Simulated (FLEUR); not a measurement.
# NiO: parallel and opposed starts, part 2 of 2

Wanted: the moments of NiO and the energy of each order that was tried.

FLEUR MaX-R8.1; PBE with U = 6 eV on Ni d; all-electron FLAPW, Dirac cores, scalar-relativistic bands.

So far, largest spin moment in the muffin-tin sphere (μB): step 2 (order 1, typed as ferro +) 1.79.

### 3. Start 2: antiferro q=(0,1/2,1/2) +-

Another pattern of signs weighs the neighbour shells otherwise.

This order needs a doubled cell of 4 atoms. The mesh is halved along the doubled vector, so that both cells sample the same points. The k list default-1 (kpts.xml, not shown) is a Γ-centred 12×6×12 mesh.

Input file inp.xml:

```
<?xml version="1.0" encoding="UTF-8" standalone="no"?>
<fleurInput fleurInputVersion="0.39">
   <comment>
      NiO
   </comment>
   <calculationSetup>
      <cutoffs Kmax="4.32" Gmax="13.0" GmaxXC="13.0" numbands="0"/>
      <scfLoop itmax="120" minDistance="0.0001" maxIterBroyd="15" imix="Anderson" alpha="0.05" precondParam="0.0" spinf="2.0" sdNocoIR="T"/>
      <coreElectrons ctail="T" frcor="F" kcrel="0" coretail_lmax="0"/>
      <xcFunctional name="pbe" relativisticCorrections="F"/>
      <magnetism jspins="2"/>
      <soc l_soc="F" theta="0.0" phi="0.0" spav="F"/>
      <expertModes spex="0" secvar="F"/>
      <geometryOptimization l_f="F" forcealpha="1.0" forcemix="BFGS" epsdisp="0.00001" epsforce="0.00001"/>
      <ldaU l_linMix="F" mixParam="0.05" spinf="1.0"/>
   </calculationSetup>
   <cell>
      <bzIntegration valenceElectrons="48.0" mode="hist" fermiSmearingEnergy="0.00367493">
         <kPointListSelection listName="default-1"/>
         <xi:include xmlns:xi="http://www.w3.org/2001/XInclude" href="kpts.xml"> </xi:include>
      </bzIntegration>
      <xi:include xmlns:xi="http://www.w3.org/2001/XInclude" href="sym.xml"> </xi:include>
      <bulkLattice scale="1.0">
         <bravaisMatrix>
            <row-1>    0.0000000000000000     3.9417828250996005     3.9417828250996005</row-1>
            <row-2>    7.8835656501992011     0.0000000000000000     7.8835656501992011</row-2>
            <row-3>    7.8835656501992011     3.9417828250996005     3.9417828250996005</row-3>
         </bravaisMatrix>
      </bulkLattice>
   </cell>
   <atomSpecies>
      <species name="Nickel (Ni2.000" element="Ni" atomicNumber="28">
         <mtSphere radius="2.46" gridPoints="813" logIncrement="0.015"/>
         <atomicCutoffs lmax="10" lnonsphr="8"/>
         <electronConfig flipSpins="F">
            <coreConfig>(1s1/2) (2s1/2) (2p1/2) (2p3/2)</coreConfig>
            <valenceConfig>(3s1/2) (3p1/2) (3p3/2) (4s1/2) (3d3/2) (3d5/2)</valenceConfig>
            <stateOccupation state="(3d3/2)" spinUp="2.0" spinDown="1.2"/>
            <stateOccupation state="(3d5/2)" spinUp="3.0" spinDown="1.8"/>
         </electronConfig>
         <energyParameters s="4" p="4" d="3" f="4"/>
         <ldaU l="2" U="6.0" J="0.0" l_amf="F"/>
         <lo type="SCLO" l="0" n="3" eDeriv="0"/>
         <lo type="SCLO" l="1" n="3" eDeriv="0"/>
      </species>
      <species name="Nickel (Ni-2.000" element="Ni" atomicNumber="28">
         <mtSphere radius="2.46" gridPoints="813" logIncrement="0.015"/>
         <atomicCutoffs lmax="10" lnonsphr="8"/>
         <electronConfig flipSpins="F">
            <coreConfig>(1s1/2) (2s1/2) (2p1/2) (2p3/2)</coreConfig>
            <valenceConfig>(3s1/2) (3p1/2) (3p3/2) (4s1/2) (3d3/2) (3d5/2)</valenceConfig>
            <stateOccupation state="(3d3/2)" spinUp="1.2" spinDown="2.0"/>
            <stateOccupation state="(3d5/2)" spinUp="1.8" spinDown="3.0"/>
         </electronConfig>
         <energyParameters s="4" p="4" d="3" f="4"/>
         <ldaU l="2" U="6.0" J="0.0" l_amf="F"/>
         <lo type="SCLO" l="0" n="3" eDeriv="0"/>
         <lo type="SCLO" l="1" n="3" eDeriv="0"/>
      </species>
      <species name="Oxygen (O)" element="O" atomicNumber="8">
         <mtSphere radius="1.39" gridPoints="461" logIncrement="0.023"/>
         <atomicCutoffs lmax="6" lnonsphr="4"/>
         <electronConfig flipSpins="F">
            <coreConfig>(1s1/2)</coreConfig>
            <valenceConfig>(2s1/2) (2p1/2) (2p3/2)</valenceConfig>
            <stateOccupation state="(2p1/2)" spinUp="0.666667" spinDown="0.666667"/>
            <stateOccupation state="(2p3/2)" spinUp="1.333333" spinDown="1.333333"/>
         </electronConfig>
         <energyParameters s="2" p="2" d="3" f="4"/>
      </species>
   </atomSpecies>
   <atomGroups>
      <atomGroup species="Nickel (Ni2.000">
         <relPos label="                   1">.0000000000 .0000000000 .0000000000</relPos>
         <force calculate="T" relaxXYZ="TTT"/>
      </atomGroup>
      <atomGroup species="Nickel (Ni-2.000">
         <relPos label="                   2">.0000000000 1.000/2.000 .0000000000</relPos>
         <force calculate="T" relaxXYZ="TTT"/>
      </atomGroup>
      <atomGroup species="Oxygen (O)">
         <relPos label="                   3">1.000/2.000 .0000000000 1.000/2.000</relPos>
         <force calculate="T" relaxXYZ="TTT"/>
      </atomGroup>
      <atomGroup species="Oxygen (O)">
         <relPos label="                   4">1.000/2.000 1.000/2.000 1.000/2.000</relPos>
         <force calculate="T" relaxXYZ="TTT"/>
      </atomGroup>
   </atomGroups>
   <output dos="F" band="F" slice="F">
      <bandDOS minEnergy="-.5*Htr" maxEnergy="0.5*Htr" sigma="0.015" storeEVData="T"/>
      <plotting iplot="0" polar="F">
         <plot TwoD="T" vec1="  1.0  0.0  0.0" vec2="  0.0  1.0  0.0" vec3="  0.0  0.0  1.0" zero="  0.0  0.0  0.0" file="plot"/>
      </plotting>
      <moessbauerParams electricFieldGradient="F" isomerShift="F" coreHyperfine="F" valenceHyperfine="F"/>
   </output>
</fleurInput>
```

Input file crystal.txt:

```
NiO
&input film=F cartesian=F /
0.00000000000  2.08590164140  2.08590164140
4.17180328280  0.00000000000  4.17180328280
4.17180328280  2.08590164140  2.08590164140
1.8897261246
1.0 1.0 1.0

4
28 0.00000000000  0.00000000000  0.00000000000 : 2.000
28 0.00000000000  0.50000000000  0.00000000000 : -2.000
8 0.50000000000  0.00000000000  0.50000000000
8 0.50000000000  0.50000000000  0.50000000000

&kpt div1=12 div2=6 div3=12 gamma=T /
```

On the command line:

```console
$ OMP_NUM_THREADS=1 inpgen -f crystal.txt > inpgen.log  # inp.xml is then edited as shown
$ OMP_NUM_THREADS=1 mpirun -n 2 fleur_MPI > fleur.log
```

What it wrote:

```text
[banner, memory and clock lines left out]
Welcome to FLEUR        (www.flapw.de)
      MaX-Release 8.1          (www.max-centre.eu)

 ========== k-point set info ==========
 Selected k-point list: default-1
 k-point list type: mesh
 12 x 6 x 12
 Number of k points: 242

 ------------Calculation Setup---------------------------
 Number of PE/node        :            2
 Number of OMP-threads    :            1
 k-points in parallel     :            2
 pe's per k-point         :            1
 No of k-point loops      :          121
 Eigenvalue solver        :       lapack
 Number of basis functions:          376
 Approximate size of matrices (H+S) per k-point:         0.002 GB
 no density matrix found ... skipping LDA+U
 Reset of history
 Iteration:     1   Distance:      31.14140795 me/bohr^3
 Iteration:     2   Distance:      39.52601875 me/bohr^3
 Iteration:     3   Distance:      36.76299209 me/bohr^3
 Iteration:     4   Distance:      20.26299313 me/bohr^3
 Iteration:     5   Distance:      10.58974792 me/bohr^3
 Iteration:     6   Distance:       8.85839225 me/bohr^3
 Iteration:     7   Distance:       1.66306174 me/bohr^3
 Iteration:     8   Distance:       1.29672244 me/bohr^3
 Iteration:     9   Distance:       0.31798703 me/bohr^3
 Iteration:    10   Distance:       0.31271678 me/bohr^3
 Iteration:    11   Distance:       0.06269517 me/bohr^3
 Iteration:    12   Distance:       0.04612787 me/bohr^3
 Iteration:    13   Distance:       0.00322780 me/bohr^3
 Iteration:    14   Distance:       0.00555024 me/bohr^3
 Iteration:    15   Distance:       0.00049014 me/bohr^3
 Iteration:    16   Distance:       0.00059696 me/bohr^3
 Iteration:    17   Distance:       0.00048964 me/bohr^3
 Iteration:    18   Distance:       0.00023764 me/bohr^3
 Iteration:    19   Distance:       0.00002702 me/bohr^3

 ********************************************************************
 Run finished successfully
 Stop message:
   all done
 ********************************************************************

--- out.xml (last complete iteration) ---
<iteration numberForCurrentRun="   19" overallNumber="   19">
         [... left out ...]
         <bandgap value="2.5185686850" units="eV"/>
         <sumValenceSingleParticleEnergies value="-35.6700371311" units="Htr"/>
         <FermiEnergy value="0.2979150691" units="Htr"/>
         <valenceDensity>
            <mtCharges spin="1">
               <mtCharge atomType="1" total="9.5602423" s="1.2042487" p="3.2594927" d="5.0154277" f="0.0566008"/>
               <mtCharge atomType="2" total="7.7608807" s="1.1878449" p="3.2410461" d="3.2528842" f="0.0556699"/>
               <mtCharge atomType="3" total="2.2031294" s="0.6822947" p="1.5179225" d="0.0024669" f="0.0003705"/>
               <mtCharge atomType="4" total="2.2635774" s="0.6892512" p="1.5708340" d="0.0029929" f="0.0004152"/>
            </mtCharges>
            <mtCharges spin="2">
               <mtCharge atomType="1" total="7.7608807" s="1.1878449" p="3.2410461" d="3.2528842" f="0.0556699"/>
               <mtCharge atomType="2" total="9.5602423" s="1.2042487" p="3.2594927" d="5.0154277" f="0.0566008"/>
               <mtCharge atomType="3" total="2.2635774" s="0.6892512" p="1.5708340" d="0.0029929" f="0.0004152"/>
               <mtCharge atomType="4" total="2.2031294" s="0.6822947" p="1.5179225" d="0.0024669" f="0.0003705"/>
            </mtCharges>
            <spinDependentCharge spin="1" total="24.0000000" interstitial="2.2121703" mtSpheres="21.7878297"/>
            <spinDependentCharge spin="2" total="24.0000000" interstitial="2.2121703" mtSpheres="21.7878297"/>
            <totalCharge value="48.0000000000"/>
         </valenceDensity>
         [... left out ...]
         <magneticMomentsInMTSpheres units="muBohr">
            <globalMagMoment atomType="1" vec="0.00000   0.00000   1.79936"/>
            <localMagMoment atomType="1" vec="0.00000   0.00000   1.79936"/>
            <globalMagMoment atomType="2" vec="0.00000   0.00000  -1.79936"/>
            <localMagMoment atomType="2" vec="0.00000   0.00000  -1.79936"/>
            <globalMagMoment atomType="3" vec="0.00000   0.00000  -0.06045"/>
            <localMagMoment atomType="3" vec="0.00000   0.00000  -0.06045"/>
            <globalMagMoment atomType="4" vec="0.00000   0.00000   0.06045"/>
            <localMagMoment atomType="4" vec="0.00000   0.00000   0.06045"/>
         </magneticMomentsInMTSpheres>
         [... left out ...]
         <totalEnergy value="    -3191.9921316004" units="Htr">
            <sumOfEigenvalues value="    -1820.4051320187">
               <coreElectrons value="-1784.7350948877"/>
               <valenceElectrons value="-35.6700371311"/>
            </sumOfEigenvalues>
            <densityCoulombPotentialIntegral value="-4871.8233520076"/>
            <densityEffectivePotentialIntegral value="-5059.1515155375"/>
            <chargeDenXCDenIntegral value="-144.3742504695"/>
            <FockExchangeEnergyValence value="0.0000000000"/>
            <FockExchangeEnergyCore value="0.0000000000"/>
         [... left out ...]
            <dftUCorrection value="-1.7548227682"/>
            <tkbTimesEntropy value="0.0000000000"/>
            <freeEnergy value="-3191.9921316004"/>
            <extrapolationTo0K value="-3191.9921316004"/>
         </totalEnergy>
         [... left out ...]
         <ldaUDensityMatrixConvergence>
            <distance spin="1" distance="0.000000"/>
            <distance spin="2" distance="0.000000"/>
         </ldaUDensityMatrixConvergence>
         <densityConvergence units="me/bohr^3">
            <chargeDensity spin="1" distance="0.0000171070"/>
            <chargeDensity spin="2" distance="0.0000171077"/>
            <overallChargeDensity distance="0.0000270217"/>
            <spinDensity distance="0.0000209873"/>
         </densityConvergence>
      </iteration>
```

It took 5.1 min on 2 MPI ranks of Intel Xeon 6975P-C (Granite Rapids), shared host; peak memory 0.29 GiB.

Spin moment in the muffin-tin sphere by atom:

```tsv
atom	spin moment in the muffin-tin sphere (μB)
Ni1	1.80
Ni2	-1.80
O3	-0.06
O4	0.06
```

Numbers from this step:

* free energy: -86858.5308 eV
* program's band gap on this mesh (in a metal only a level spacing): 2.519 eV
* magnetization: 0 μB
* final state: antiferromagnetic

It lies 9.31 meV a seeded atom over the first start, and its largest moment is 1.80 μB against 1.79 μB.

### 4. Order 3, typed as antiferro q=(0,0,1/2) +-

An opposed order shows whether neighbours prefer unlike signs.

This order needs a doubled cell of 4 atoms. The mesh is halved along the doubled vector, so that both cells sample the same points. The k list default-1 (kpts.xml, not shown) is a Γ-centred 12×12×6 mesh.

inp.xml: that of step 3 with these lines changed.

```diff
@@ -25,4 +25,4 @@
             <row-1>    0.0000000000000000     3.9417828250996005     3.9417828250996005</row-1>
-            <row-2>    7.8835656501992011     0.0000000000000000     7.8835656501992011</row-2>
-            <row-3>    7.8835656501992011     3.9417828250996005     3.9417828250996005</row-3>
+            <row-2>    3.9417828250996005     0.0000000000000000     3.9417828250996005</row-2>
+            <row-3>    7.8835656501992011     7.8835656501992011     0.0000000000000000</row-3>
          </bravaisMatrix>
@@ -77,3 +77,3 @@
       <atomGroup species="Nickel (Ni-2.000">
-         <relPos label="                   2">.0000000000 1.000/2.000 .0000000000</relPos>
+         <relPos label="                   2">.0000000000 .0000000000 1.000/2.000</relPos>
          <force calculate="T" relaxXYZ="TTT"/>
@@ -81,7 +81,4 @@
       <atomGroup species="Oxygen (O)">
-         <relPos label="                   3">1.000/2.000 .0000000000 1.000/2.000</relPos>
-         <force calculate="T" relaxXYZ="TTT"/>
-      </atomGroup>
-      <atomGroup species="Oxygen (O)">
-         <relPos label="                   4">1.000/2.000 1.000/2.000 1.000/2.000</relPos>
+         <relPos label="                   3">1.000/2.000 1.000/2.000 1.000/4.000</relPos>
+         <relPos label="                   4">1.000/2.000 1.000/2.000 -1.000/4.000</relPos>
          <force calculate="T" relaxXYZ="TTT"/>
```

Input file crystal.txt:

```
NiO
&input film=F cartesian=F /
0.00000000000  2.08590164140  2.08590164140
2.08590164140  0.00000000000  2.08590164140
4.17180328280  4.17180328280  0.00000000000
1.8897261246
1.0 1.0 1.0

4
28 0.00000000000  0.00000000000  0.00000000000 : 2.000
28 0.00000000000  0.00000000000  0.50000000000 : -2.000
8 0.50000000000  0.50000000000  0.25000000000
8 0.50000000000  0.50000000000  0.75000000000

&kpt div1=12 div2=12 div3=6 gamma=T /
```

What it wrote:

```text
[banner, memory and clock lines left out]
Welcome to FLEUR        (www.flapw.de)
      MaX-Release 8.1          (www.max-centre.eu)

 ========== k-point set info ==========
 Selected k-point list: default-1
 k-point list type: mesh
 12 x 12 x 6
 Number of k points: 242

 [... set-up left out ...]
 no density matrix found ... skipping LDA+U
 Reset of history
 Iteration:     1   Distance:      35.60412286 me/bohr^3
 Iteration:     2   Distance:      39.16220440 me/bohr^3
 Iteration:     3   Distance:      36.36318300 me/bohr^3
[...]
[... left out ...]
            <freeEnergy value="-3191.9990746462"/>
            <extrapolationTo0K value="-3191.9990746462"/>
         </totalEnergy>
         [... left out ...]
         <ldaUDensityMatrixConvergence>
            <distance spin="1" distance="0.000000"/>
            <distance spin="2" distance="0.000000"/>
         </ldaUDensityMatrixConvergence>
         <densityConvergence units="me/bohr^3">
            <chargeDensity spin="1" distance="0.0000084447"/>
            <chargeDensity spin="2" distance="0.0000084318"/>
            <overallChargeDensity distance="0.0000095769"/>
            <spinDensity distance="0.0000138961"/>
         </densityConvergence>
      </iteration>
```

Wall time 5.3 min (2 MPI ranks); peak memory 0.3 GiB; 11 min of CPU time.

Spin moment in the muffin-tin sphere by atom:

```tsv
atom	spin moment in the muffin-tin sphere (μB)
Ni1	1.70
Ni2	-1.70
O3	0.00
O4	0.00
```

This step gave:

```yaml
free_energy: -86858.7197 eV
program_s_band_gap_on_this_mesh_in_a_metal_only_a_level_spacing: 3.361 eV
magnetization: 0 μB
final_state: antiferromagnetic
```

It lies 85.2 meV a seeded atom under the first start, and its largest moment is 1.70 μB against 1.79 μB.

### 5. The states side by side

Free energies are divided by the number of seeded atoms, so that cells of unlike size compare. Wavevectors q in the names are fractions of the primitive cell's reciprocal vectors.

Orders:

```tsv
start	final state	typed order kept	energy over the lowest (meV a seeded atom)	largest sphere moment (μB)	net moment (μB a primitive cell)	mesh matched	CPU time (s)
ferro +	ferromagnetic	yes	85.16	1.789	2	yes	36.4
antiferro q=(0,1/2,1/2) +-	antiferromagnetic	yes	94.47	1.799	0	yes	597.1
antiferro q=(0,0,1/2) +-	antiferromagnetic	yes	0	1.7	0	yes	630.5
```

### 6. Summary of results

```
lowest state found       : antiferromagnetic (typed antiferro q=(0,0,1/2) +-)
largest site spin moment : 1.70 μB
next finished state      : ferromagnetic, 85.2 meV a seeded atom higher
```

What this shows: The lowest state found is antiferromagnetic, reached from the start antiferro q=(0,0,1/2) +-, with moments up to 1.70 μB. The next finished state costs 85 meV a seeded atom. This is the lowest of 3 finished starts, no proof of the ground state.

[Logs and program files are shortened in this print: banners, set-up blocks, solver, clock and traceback lines can be left out without a mark of their own.]

[Logs are printed without paths, hosts, clocks, repeated set-up lines and the standing remarks that a program may print on its own settings, such as how far it seeks lower states.]

[Hosts, paths, dates, database ids (printed as entryN), source tags and the programs' standing remarks are cut or masked in the printed files.]

[Where a cell is said to come from a database of computed structures, the database is the Materials Project.]
